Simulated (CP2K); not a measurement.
Consider cyanate at its PBE geometry (Å).

```xyz
3

O     1.0984    0.5546    0.0000
C    -0.0120   -0.0058    0.0000
N    -1.0865   -0.5488    0.0000
```

Method: CP2K XAS_TDP, all-electron GAPW, PBEh(45%), aug-cc-pVTZ, TDA, GW2X-corrected core level, no relativity.

Question: Where do the O K-edge lines lie, and how strong are they?

Leading lines: O1 533.61 eV. The leading line of an atom is its first one with 35 % of the strongest within 2.5 eV of its lowest line over the strength cut. Core ionisation energies at this level: O1 529.23 eV.

The first six lines of each atom with a strength over 0.0015:

| atom | energy (eV) | states | strength, one atom | above the computed threshold |
| --- | --- | --- | --- | --- |
| O1 (bonded to C) | 532.62 | 1 | 0.0029 | yes |
|  | 532.64 | 2 | 0.0115 | yes |
|  | 533.61 | 2 | 0.0406 | yes |
|  | 534.36 | 1 | 0.0064 | yes |
|  | 534.95 | 2 | 0.0021 | yes |
|  | 535.19 | 1 | 0.0103 | yes |

Lines are vertical, at one geometry, with no vibrational structure. GW2X ionisation energies and lines can be off by 1 to 2 eV either way, and a good line position may hide errors that cancel. These values hold no scalar relativity, about 0.4 eV for O 1s. Rydberg lines, and the discretised continuum above threshold, depend on the basis and the box. The ion (charge -1) is isolated, with no counter-ion or solvent. In an isolated anion many lines lie above the ionisation threshold and are held only by the finite basis.

[Banner, clock and machine lines of the logs are left out without a mark of their own.]

[Logs are printed without paths, hosts, clocks, repeated set-up lines and the standing remarks that a program may print on its own settings, such as how far it seeks lower states.]

[Hosts, paths, dates, database ids (printed as entryN), source tags and the programs' standing remarks are cut or masked in the printed files.]
